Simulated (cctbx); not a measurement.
## Eu14SnAs with cctbx, script by script

Library: cctbx 2025.11. The data are simulated by the first script.

## 1. Simulate the data

run.py:

```python
from cctbx import adptbx, crystal, miller, sgtbx, xray
from cctbx.array_family import flex
from iotbx.shelx import hklf
from scitbx import matrix
import scitbx.random

cs = crystal.symmetry(unit_cell=(12.077, 7.443, 13.084, 90, 90, 90), space_group_symbol='Hall: A 2 -2')  # Amm2
atoms = [  # label, site, U (iso, or U11 U22 U33 U12 U13 U23 in A^2), occupancy
    ("Eu1", (0.7504, 0.5, 0.3272), (0.0076, 0.0098, 0.0115, 0.0000, 0.0017, 0.0000), 1),
    ("Eu2", (0.7494, 0, 0.3261), (0.0090, 0.0092, 0.0082, 0.0000, -0.0002, 0.0000), 1),
    ("Eu3", (0.7427, 0.7493, 0.0829), (0.0079, 0.0086, 0.0089, -0.0001, -0.0003, -0.0001), 1),
    ("Eu4", (0, 0.2533, 0.4181), (0.0092, 0.0111, 0.0078, 0.0000, 0.0000, -0.0014), 1),
    ("Eu5", (0.5, 0.2593, 0.4185), (0.0213, 0.0166, 0.0205, 0.0000, 0.0000, -0.0030), 1),
    ("Eu6", (0, 0.5, 0.164), (0.0107, 0.0125, 0.0146, 0.0000, 0.0000, 0.0000), 1),
    ("Eu7", (0, 0, 0.1653), (0.0186, 0.0159, 0.0100, 0.0000, 0.0000, 0.0000), 1),
    ("Sn1", (0.5, 0.5, 0.1691), (0.0151, 0.0134, 0.0258, 0.0000, 0.0000, 0.0000), 1),
    ("As1", (0.5, 0, 0.1665), (0.0091, 0.0084, 0.0094, 0.0000, 0.0000, 0.0000), 1),
]
xs = xray.structure(crystal_symmetry=cs)
for label, site, u, occ in atoms:
    u = adptbx.u_cif_as_u_star(cs.unit_cell(), u) if isinstance(u, tuple) else u
    xs.add_scatterer(xray.scatterer(label, site=site, u=u, occupancy=occ))
xs.set_inelastic_form_factors(0.6889, "sasaki")
xs.show_summary()
p1 = xs.expand_to_p1()
ms = miller.build_set(p1, anomalous_flag=True, d_min=0.8)
flex.set_random_seed(475931)
scitbx.random.set_random_seed(475931)
ms = ms.select(flex.random_double(ms.size()) < 0.8)
i = ms.structure_factors_from_scatterers(p1, algorithm="direct").f_calc().as_intensity_array().data()
i = i / flex.sqrt(1 + 0.1 * i / flex.max(i))  # extinction
i = i * 40000 / flex.max(i)
sig = flex.sqrt(i + flex.pow2(0.015 * i) + 8 ** 2)
noise = scitbx.random.variate(scitbx.random.normal_distribution())(i.size())
data = ms.array(data=i + sig * noise, sigmas=sig).set_observation_type_xray_intensity()
with open("data.hkl", "w") as f:
    data.export_as_shelx_hklf(f)
print("reflections written:", data.size(), " <I/sigma> = %.1f" % flex.mean(data.data() / data.sigmas()))
for h, a, b in list(data.sort("data"))[:12]:
    print("%4d%4d%4d %9.1f %7.1f" % (h + (a, b)))
```

```console
$ python run.py
```

```text
Number of scatterers: 9
At special positions: 8
Unit cell: (12.077, 7.443, 13.084, 90, 90, 90)
Space group: A m m 2 (No. 38)
reflections written: 7698  <I/sigma> = 4.5
   4   0   0   39994.3   632.5
  -4   0   0   39569.0   632.5
  -2   0  -4   31765.4   502.2
   2   0  -4   31343.2   502.2
  -2   0   4   30668.2   501.0
   2  -2  -2   29121.4   462.0
   0  -4   0   29068.4   458.1
   0   2  -6   28896.5   456.5
   2   2   2   28808.6   463.6
   0  -2   6   28677.6   456.9
  -2  -2   2   28661.8   463.6
  -2   2  -2   28637.1   462.0
```

Run time: 0.29 s on 1 thread of Arm Neoverse V2 (shared host), peak memory 0.07 GiB.

## 2. Refinement (right model, isotropic)

run.py:

```python
import math
from cctbx import adptbx, crystal, maptbx, sgtbx, xray
from cctbx.array_family import flex
from cctbx.xray import observations
from iotbx.shelx import hklf
from scitbx.lstbx import normal_eqns_solving
from smtbx import absolute_structure, utils
from smtbx.refinement import constraints, least_squares

cs = crystal.symmetry(unit_cell=(12.077, 7.443, 13.084, 90, 90, 90), space_group_symbol='Hall: A 2 -2')  # Amm2
atoms = [  # label, site, U (iso, or U11 U22 U33 U12 U13 U23 in A^2), occupancy
    ("Eu1", (0.7522, 0.5, 0.3281), 0.0200, 1),
    ("Eu2", (0.7522, 0, 0.329), 0.0200, 1),
    ("Eu3", (0.7469, 0.75, 0.0837), 0.0200, 1),
    ("Eu4", (0, 0.2524, 0.4172), 0.0200, 1),
    ("Eu5", (0.5, 0.2637, 0.4147), 0.0200, 1),
    ("Eu6", (0, 0.5, 0.1644), 0.0200, 1),
    ("Eu7", (0, 0, 0.1688), 0.0200, 1),
    ("Sn1", (0.5, 0.5, 0.169), 0.0200, 1),
    ("As1", (0.5, 0, 0.1638), 0.0200, 1),
]
xs = xray.structure(crystal_symmetry=cs)
for label, site, u, occ in atoms:
    u = adptbx.u_cif_as_u_star(cs.unit_cell(), u) if isinstance(u, tuple) else u
    xs.add_scatterer(xray.scatterer(label, site=site, u=u, occupancy=occ))
xs.set_inelastic_form_factors(0.6889, "sasaki")
raw = hklf.reader(file_name="data.hkl").as_miller_arrays(crystal_symmetry=cs, anomalous=True)[0]
merged = raw.eliminate_sys_absent().merge_equivalents()
fo2 = merged.array().set_observation_type_xray_intensity()
print("Rint %.3f, %d unique reflections to %.2f A" % (merged.r_int(), fo2.size(), fo2.d_min()))
for sc in xs.scatterers():
    sc.flags.set_grad_site(True)
    sc.flags.set_grad_u_aniso(sc.flags.use_u_aniso())
    sc.flags.set_grad_u_iso(sc.flags.use_u_iso())
obs = fo2.as_xray_observations()
extra = {}
rep = constraints.reparametrisation(xs, [], utils.connectivity_table(xs), **extra)
ls = least_squares.crystallographic_ls(obs, rep, weighting_scheme=least_squares.mainstream_shelx_weighting(a=0, b=0))
print("cycle     R1     wR2    GooF  max shift (A)")
for cycle in range(8):
    ls.build_up()
    r1, wr2, goof = ls.r1_factor(cutoff_factor=2)[0], ls.wR2(), ls.goof()
    old = xs.sites_cart()
    normal_eqns_solving.levenberg_marquardt_iterations(ls, n_max_iterations=3, tau=1e-06, step_threshold=1e-7)
    big = flex.max((xs.sites_cart() - old).norms())
    print("%4d %7.4f %7.4f %7.3f %9.5f" % (cycle + 1, r1, wr2, goof, big))
    ls.build_up(objective_only=True)
    if abs(ls.wR2() - wr2) < 5e-5 and big < 5e-4:
        break
ls.build_up()
print("final R1 %.4f wR2 %.4f GooF %.3f  parameters %d  data/parameter %.1f" % (ls.r1_factor(cutoff_factor=2)[0], ls.wR2(), ls.goof(), ls.n_parameters, fo2.size() / ls.n_parameters))
cov = ls.covariance_matrix_and_annotations()
su = dict(zip(cov.annotations, (math.sqrt(max(v, 0)) for v in cov.matrix.matrix_packed_u_diagonal())))
a2 = cs.unit_cell().reciprocal_parameters()[0] ** -2
print("atom        x        y        z      Ueq    occ   su(xyz)  su(Uiso or U11)")
for sc in xs.scatterers():
    s = max(su.get(sc.label + k, 0) for k in (".x", ".y", ".z"))
    npd = "" if sc.is_positive_definite_u(cs.unit_cell()) else "  NPD"
    print("%-5s %8.5f %8.5f %8.5f %8.4f %6.3f %8.5f %7.4f%s" % ((sc.label,) + sc.site + (sc.u_iso_or_equiv(cs.unit_cell()), sc.occupancy, s, su.get(sc.label + ".uiso", su.get(sc.label + ".u11", 0) * a2), npd)))
fo = fo2.f_sq_as_f()
fc = fo.structure_factors_from_scatterers(xs, algorithm="direct").f_calc()
diff = fo.f_obs_minus_f_calc(1 / math.sqrt(ls.scale_factor()), fc).average_bijvoet_mates()
m = diff.fft_map(symmetry_flags=maptbx.use_space_group_symmetry, resolution_factor=0.25).apply_volume_scaling()
print("difference map: max %.2f min %.2f rms %.2f" % (m.statistics().max(), m.statistics().min(), m.statistics().sigma()))
peaks = m.peak_search(parameters=maptbx.peak_search_parameters(min_distance_sym_equiv=0.6, max_clusters=6)).all()
near = xs.closest_distances(peaks.sites(), distance_cutoff=4)
sps = cs.special_position_settings(min_distance_sym_equiv=0.5)
for k, (x, h) in enumerate(zip(peaks.sites(), peaks.heights())):
    ss = sps.site_symmetry(x)
    print("Q%-3d %7.4f %7.4f %7.4f %4d %7.2f  %.2f A from %s" % ((k + 1,) + tuple(t % 1 for t in ss.exact_site()) + (ss.multiplicity(), h, near.smallest_distances[k], xs.scatterers()[near.i_seqs[k]].label)))
```

```console
$ python run.py
```

```text
Rint 0.018, 1340 unique reflections to 0.80 A
cycle     R1     wR2    GooF  max shift (A)
   1  0.1626  0.2860   7.777   0.06699
   2  0.0247  0.0431   1.172   0.01001
   3  0.0249  0.0423   1.150   0.00293
   4  0.0251  0.0422   1.147   0.01030
   5  0.0247  0.0414   1.126   0.02307
   6  0.0231  0.0396   1.076   0.00088
   7  0.0232  0.0395   1.074   0.00032
final R1 0.0233 wR2 0.0395 GooF 1.074  parameters 24  data/parameter 55.8
atom        x        y        z      Ueq    occ   su(xyz)  su(Uiso or U11)
Eu1    0.75002  0.50000  0.32753   0.0095  1.000  0.00009  0.0002
Eu2    0.74997  0.00000  0.32665   0.0087  1.000  0.00009  0.0002
Eu3    0.74274  0.74940  0.08335   0.0080  1.000  0.00006  0.0001
Eu4    0.00000  0.25788  0.41857   0.0079  1.000  0.00013  0.0001
Eu5    0.50000  0.25434  0.41895   0.0208  1.000  0.00017  0.0002
Eu6    0.00000  0.50000  0.16576   0.0141  1.000  0.00012  0.0005
Eu7    0.00000  0.00000  0.16428   0.0133  1.000  0.00011  0.0005
Sn1    0.50000  0.50000  0.16777   0.0164  1.000  0.00015  0.0007
As1    0.50000  0.00000  0.16956   0.0119  1.000  0.00021  0.0010
difference map: max 1.97 min -2.32 rms 0.30
Q1    0.5000  0.0000  0.6251    2    1.97  0.56 A from Sn1
Q2    0.5000  0.0000  0.7185    2    1.70  0.66 A from Sn1
Q3    0.5000  0.0000  0.8229    2    1.46  2.03 A from Sn1
Q4    0.2612  0.0000  0.9721    4    1.39  1.90 A from Eu1
Q5    0.5000  0.1792  0.8806    4    1.36  0.70 A from Eu5
Q6    0.2591  0.0000  0.8767    4    1.33  0.65 A from Eu1
```

Time: 0.75 s.

## 3. Refinement (right model, anisotropic)

run.py, as its changes from the last script of this kind:

```diff
@@ -12,9 +12,9 @@
-    ("Eu1", (0.7522, 0.5, 0.3281), 0.0200, 1),
-    ("Eu2", (0.7522, 0, 0.329), 0.0200, 1),
-    ("Eu3", (0.7469, 0.75, 0.0837), 0.0200, 1),
-    ("Eu4", (0, 0.2524, 0.4172), 0.0200, 1),
-    ("Eu5", (0.5, 0.2637, 0.4147), 0.0200, 1),
-    ("Eu6", (0, 0.5, 0.1644), 0.0200, 1),
-    ("Eu7", (0, 0, 0.1688), 0.0200, 1),
-    ("Sn1", (0.5, 0.5, 0.169), 0.0200, 1),
-    ("As1", (0.5, 0, 0.1638), 0.0200, 1),
+    ("Eu1", (0.75002, 0.5, 0.32753), 0.0095, 1),
+    ("Eu2", (0.74997, 0, 0.32665), 0.0087, 1),
+    ("Eu3", (0.74274, 0.7494, 0.08335), 0.0080, 1),
+    ("Eu4", (0, 0.25788, 0.41857), 0.0079, 1),
+    ("Eu5", (0.5, 0.25434, 0.41895), 0.0208, 1),
+    ("Eu6", (0, 0.5, 0.16576), 0.0141, 1),
+    ("Eu7", (0, 0, 0.16428), 0.0133, 1),
+    ("Sn1", (0.5, 0.5, 0.16777), 0.0164, 1),
+    ("As1", (0.5, 0, 0.16956), 0.0119, 1),
@@ -26,0 +27 @@
+xs.convert_to_anisotropic()
@@ -59,0 +61,4 @@
+fc = fo2.structure_factors_from_scatterers(xs, algorithm="direct").f_calc()
+absolute_structure.flack_analysis(xs, fo2.as_xray_observations()).show()
+h = absolute_structure.hooft_analysis(fo2, fc, scale_factor=ls.scale_factor())
+print("Hooft y: %.3f(%.0f)  Bijvoet pairs: %d" % (h.hooft_y, 1000 * h.sigma_y, h.n_bijvoet_pairs))
```

```console
$ python run.py
```

```text
Rint 0.018, 1340 unique reflections to 0.80 A
cycle     R1     wR2    GooF  max shift (A)
   1  0.0233  0.0395   1.084   0.01032
   2  0.0202  0.0345   0.947   0.01549
   3  0.0198  0.0341   0.936   0.01148
   4  0.0198  0.0338   0.928   0.00562
   5  0.0198  0.0337   0.925   0.00391
   6  0.0198  0.0336   0.923   0.00078
   7  0.0198  0.0336   0.923   0.00013
final R1 0.0198 wR2 0.0336 GooF 0.923  parameters 49  data/parameter 27.3
atom        x        y        z      Ueq    occ   su(xyz)  su(Uiso or U11)
Eu1    0.75036  0.50000  0.32761   0.0092  1.000  0.00009  0.0004
Eu2    0.74948  0.00000  0.32652   0.0083  1.000  0.00009  0.0004
Eu3    0.74269  0.74938  0.08332   0.0082  1.000  0.00006  0.0002
Eu4    0.00000  0.25337  0.41853   0.0093  1.000  0.00011  0.0002
Eu5    0.50000  0.25974  0.41885   0.0192  1.000  0.00012  0.0003
Eu6    0.00000  0.50000  0.16452   0.0129  1.000  0.00012  0.0009
Eu7    0.00000  0.00000  0.16551   0.0142  1.000  0.00012  0.0010
Sn1    0.50000  0.50000  0.16931   0.0203  1.000  0.00023  0.0013
As1    0.50000  0.00000  0.16684   0.0071  1.000  0.00028  0.0016
Flack x: 0.00(5)
Hooft y: 0.008(52)  Bijvoet pairs: 627
difference map: max 1.33 min -1.24 rms 0.26
Q1    0.3795  0.0000  0.9116    4    1.39  1.92 A from Eu1
Q2    0.5000  0.0000  0.8054    2    1.31  1.78 A from Sn1
Q3    0.3724  0.0937  0.4239    8    1.04  1.98 A from Eu5
Q4    0.3701  0.0000  0.1233    4    0.99  1.67 A from As1
Q5    0.1058  0.0871  0.9883    8    0.95  1.97 A from Eu4
Q6    0.1210  0.0000  0.4470    4    0.95  2.22 A from Eu2
```

Time: 0.76 s.

## 4. Refinement

run.py, as its changes from the last script of this kind:

```diff
@@ -20,0 +21 @@
+    ("As2", (0.108, 0.447, 0.196), 0.0300, 1),
@@ -27 +27,0 @@
-xs.convert_to_anisotropic()
@@ -41 +41 @@
-for cycle in range(8):
+for cycle in range(12):
@@ -61,4 +60,0 @@
-fc = fo2.structure_factors_from_scatterers(xs, algorithm="direct").f_calc()
-absolute_structure.flack_analysis(xs, fo2.as_xray_observations()).show()
-h = absolute_structure.hooft_analysis(fo2, fc, scale_factor=ls.scale_factor())
-print("Hooft y: %.3f(%.0f)  Bijvoet pairs: %d" % (h.hooft_y, 1000 * h.sigma_y, h.n_bijvoet_pairs))
```

```console
$ python run.py
```

```text
Rint 0.018, 1340 unique reflections to 0.80 A
cycle     R1     wR2    GooF  max shift (A)
   1  0.2289  0.5381  14.650   0.29665
   2  0.1103  0.2843   7.740   0.46489
   3  0.0784  0.2111   5.747   0.37892
   4  0.0653  0.1733   4.720   0.20079
   5  0.0596  0.1589   4.327   0.08778
   6  0.0567  0.1521   4.141   0.05732
   7  0.0545  0.1471   4.005   0.04324
   8  0.0528  0.1431   3.897   0.03484
   9  0.0514  0.1398   3.806   0.02937
  10  0.0500  0.1369   3.728   0.02566
  11  0.0489  0.1344   3.658   0.02309
  12  0.0479  0.1321   3.596   0.02132
final R1 0.0470 wR2 0.1300 GooF 3.540  parameters 28  data/parameter 47.9
atom        x        y        z      Ueq    occ   su(xyz)  su(Uiso or U11)
Eu1    0.74983  0.50000  0.32855   0.0064  1.000  0.00033  0.0006
Eu2    0.75005  0.00000  0.32759   0.0056  1.000  0.00032  0.0006
Eu3    0.74248  0.74946  0.08382   0.0070  1.000  0.00021  0.0005
Eu4    0.00000  0.25814  0.41953   0.0062  1.000  0.00033  0.0005
Eu5    0.50000  0.25414  0.42016   0.0188  1.000  0.00044  0.0006
Eu6    0.00000  0.50000  0.16603   0.0100  1.000  0.00036  0.0021
Eu7    0.00000  0.00000  0.16406   0.0128  1.000  0.00040  0.0022
Sn1    0.50000  0.50000  0.16799   0.0173  1.000  0.00051  0.0033
As1    0.50000  0.00000  0.16994   0.0033  1.000  0.00059  0.0036
As2    0.17589  0.30161  0.17820   0.4291  1.000  0.00365  0.0182
difference map: max 4.11 min -3.51 rms 0.67
Q1    0.5000  0.0000  0.6323    2    4.30  0.47 A from Sn1
Q2    0.2431  0.0000  0.8041    4    3.46  0.33 A from Eu1
Q3    0.5000  0.0000  0.7089    2    3.40  0.54 A from Sn1
Q4    0.0000  0.1749  0.9162    4    3.28  0.50 A from Eu4
Q5    0.2819  0.0000  0.3148    4    3.28  0.42 A from Eu2
Q6    0.2472  0.2322  0.6039    8    3.03  0.32 A from Eu3
```

Time: 1 s.

This run holds a fault made on purpose: spurious atom: As2.

## 5. Refinement

run.py, as its changes from the last script of this kind:

```diff
@@ -12,10 +12,9 @@
-    ("Eu1", (0.75002, 0.5, 0.32753), 0.0095, 1),
-    ("Eu2", (0.74997, 0, 0.32665), 0.0087, 1),
-    ("Eu3", (0.74274, 0.7494, 0.08335), 0.0080, 1),
-    ("Eu4", (0, 0.25788, 0.41857), 0.0079, 1),
-    ("Eu5", (0.5, 0.25434, 0.41895), 0.0208, 1),
-    ("Eu6", (0, 0.5, 0.16576), 0.0141, 1),
-    ("Eu7", (0, 0, 0.16428), 0.0133, 1),
-    ("Sn1", (0.5, 0.5, 0.16777), 0.0164, 1),
-    ("As1", (0.5, 0, 0.16956), 0.0119, 1),
-    ("As2", (0.108, 0.447, 0.196), 0.0300, 1),
+    ("Eu1", (0.24998, 0.5, 0.67247), 0.0095, 1),
+    ("Eu2", (0.25003, 0, 0.67335), 0.0087, 1),
+    ("Eu3", (0.25726, 0.2506, 0.91665), 0.0080, 1),
+    ("Eu4", (0, 0.74212, 0.58143), 0.0079, 1),
+    ("Eu5", (0.5, 0.74566, 0.58105), 0.0208, 1),
+    ("Eu6", (0, 0.5, 0.83424), 0.0141, 1),
+    ("Eu7", (0, 0, 0.83572), 0.0133, 1),
+    ("Sn1", (0.5, 0.5, 0.83223), 0.0164, 1),
+    ("As1", (0.5, 0, 0.83044), 0.0119, 1),
@@ -27,0 +27 @@
+xs.convert_to_anisotropic()
@@ -60,0 +61,4 @@
+fc = fo2.structure_factors_from_scatterers(xs, algorithm="direct").f_calc()
+absolute_structure.flack_analysis(xs, fo2.as_xray_observations()).show()
+h = absolute_structure.hooft_analysis(fo2, fc, scale_factor=ls.scale_factor())
+print("Hooft y: %.3f(%.0f)  Bijvoet pairs: %d" % (h.hooft_y, 1000 * h.sigma_y, h.n_bijvoet_pairs))
```

```console
$ python run.py
```

```text
Rint 0.018, 1340 unique reflections to 0.80 A
cycle     R1     wR2    GooF  max shift (A)
   1  0.0259  0.0437   1.200   0.00657
   2  0.0234  0.0395   1.085   0.00107
   3  0.0234  0.0395   1.084   0.00063
   4  0.0234  0.0395   1.084   0.00010
final R1 0.0234 wR2 0.0395 GooF 1.084  parameters 49  data/parameter 27.3
atom        x        y        z      Ueq    occ   su(xyz)  su(Uiso or U11)
Eu1    0.25019  0.50000  0.67234   0.0093  1.000  0.00011  0.0004
Eu2    0.24996  0.00000  0.67338   0.0085  1.000  0.00011  0.0004
Eu3    0.25729  0.25062  0.91661   0.0081  1.000  0.00007  0.0002
Eu4    0.00000  0.74218  0.58140   0.0083  1.000  0.00021  0.0003
Eu5    0.50000  0.74576  0.58102   0.0207  1.000  0.00032  0.0004
Eu6    0.00000  0.50000  0.83410   0.0132  1.000  0.00015  0.0010
Eu7    0.00000  0.00000  0.83563   0.0140  1.000  0.00015  0.0011
Sn1    0.50000  0.50000  0.83276   0.0197  1.000  0.00026  0.0015
As1    0.50000  0.00000  0.83076   0.0085  1.000  0.00031  0.0019
Flack x: 0.86(5)
Hooft y: 0.915(52)  Bijvoet pairs: 627
difference map: max 1.29 min -1.29 rms 0.27
Q1    0.0000  0.0000  0.6248    2    1.29  2.00 A from Eu4
Q2    0.1359  0.0000  0.0574    4    1.11  2.04 A from Eu1
Q3    0.0000  0.1415  0.0595    4    1.08  0.80 A from Eu4
Q4    0.2247  0.0000  0.4519    4    1.05  1.95 A from Eu3
Q5    0.5000  0.1153  0.7836    4    1.05  1.06 A from As1
Q6    0.2627  0.0516  0.3636    8    1.04  1.63 A from Eu3
```

Time: 0.61 s.

This run holds a fault made on purpose: the structure inverted.

## 6. Refinement

run.py, as its changes from the last script of this kind:

```diff
@@ -12,9 +12,9 @@
-    ("Eu1", (0.24998, 0.5, 0.67247), 0.0095, 1),
-    ("Eu2", (0.25003, 0, 0.67335), 0.0087, 1),
-    ("Eu3", (0.25726, 0.2506, 0.91665), 0.0080, 1),
-    ("Eu4", (0, 0.74212, 0.58143), 0.0079, 1),
-    ("Eu5", (0.5, 0.74566, 0.58105), 0.0208, 1),
-    ("Eu6", (0, 0.5, 0.83424), 0.0141, 1),
-    ("Eu7", (0, 0, 0.83572), 0.0133, 1),
-    ("Sn1", (0.5, 0.5, 0.83223), 0.0164, 1),
-    ("As1", (0.5, 0, 0.83044), 0.0119, 1),
+    ("Eu1", (0.75002, 0.5, 0.32753), 0.0095, 1),
+    ("Eu2", (0.74997, 0, 0.32665), 0.0087, 1),
+    ("Eu3", (0.74274, 0.7494, 0.08335), 0.0080, 1),
+    ("Eu4", (0, 0.25788, 0.41857), 0.0079, 1),
+    ("Eu5", (0.5, 0.25434, 0.41895), 0.0208, 1),
+    ("Eu6", (0, 0.5, 0.16576), 0.0141, 1),
+    ("Eu7", (0, 0, 0.16428), 0.0133, 1),
+    ("Sn1", (0.5, 0.5, 0.16777), 0.0164, 1),
+    ("As1", (0.5, 0, 0.16956), 0.0119, 1),
@@ -26 +26 @@
-xs.set_inelastic_form_factors(0.6889, "sasaki")
+# no anomalous dispersion
@@ -61,4 +60,0 @@
-fc = fo2.structure_factors_from_scatterers(xs, algorithm="direct").f_calc()
-absolute_structure.flack_analysis(xs, fo2.as_xray_observations()).show()
-h = absolute_structure.hooft_analysis(fo2, fc, scale_factor=ls.scale_factor())
-print("Hooft y: %.3f(%.0f)  Bijvoet pairs: %d" % (h.hooft_y, 1000 * h.sigma_y, h.n_bijvoet_pairs))
```

```console
$ python run.py
```

```text
Rint 0.018, 1340 unique reflections to 0.80 A
cycle     R1     wR2    GooF  max shift (A)
   1  0.0234  0.0406   1.114   0.00634
   2  0.0210  0.0357   0.981   0.00802
   3  0.0209  0.0356   0.978   0.00729
   4  0.0208  0.0355   0.975   0.00860
   5  0.0207  0.0354   0.972   0.00850
   6  0.0207  0.0353   0.970   0.00638
   7  0.0206  0.0353   0.968   0.00399
   8  0.0206  0.0351   0.963   0.00085
   9  0.0206  0.0351   0.962   0.00019
final R1 0.0207 wR2 0.0351 GooF 0.962  parameters 49  data/parameter 27.3
atom        x        y        z      Ueq    occ   su(xyz)  su(Uiso or U11)
Eu1    0.75031  0.50000  0.32759   0.0093  1.000  0.00009  0.0004
Eu2    0.74953  0.00000  0.32653   0.0085  1.000  0.00009  0.0004
Eu3    0.74269  0.74938  0.08331   0.0083  1.000  0.00006  0.0002
Eu4    0.00000  0.25336  0.41852   0.0094  1.000  0.00011  0.0003
Eu5    0.50000  0.25977  0.41887   0.0193  1.000  0.00012  0.0003
Eu6    0.00000  0.50000  0.16448   0.0126  1.000  0.00012  0.0009
Eu7    0.00000  0.00000  0.16555   0.0148  1.000  0.00012  0.0010
Sn1    0.50000  0.50000  0.16939   0.0224  1.000  0.00023  0.0013
As1    0.50000  0.00000  0.16670   0.0055  1.000  0.00027  0.0017
difference map: max 1.21 min -1.20 rms 0.26
Q1    0.3814  0.0000  0.9158    4    1.27  1.96 A from Eu1
Q2    0.5000  0.0000  0.7992    2    1.25  1.70 A from Sn1
Q3    0.3668  0.0914  0.4223    8    1.05  2.00 A from Eu2
Q4    0.5000  0.1405  0.1425    4    1.01  1.09 A from As1
Q5    0.1237  0.0000  0.4458    4    1.00  2.19 A from Eu2
Q6    0.1020  0.0790  0.9907    8    0.96  1.99 A from Eu4
```

Run time: 0.84 s on 1 thread of Arm Neoverse V2, with other jobs on the host, peak memory 0.09 GiB.

This run holds a fault made on purpose: anomalous dispersion left out.

[Logs are printed without paths, hosts, clocks, repeated set-up lines and the standing remarks that a program may print on its own settings, such as how far it seeks lower states.]
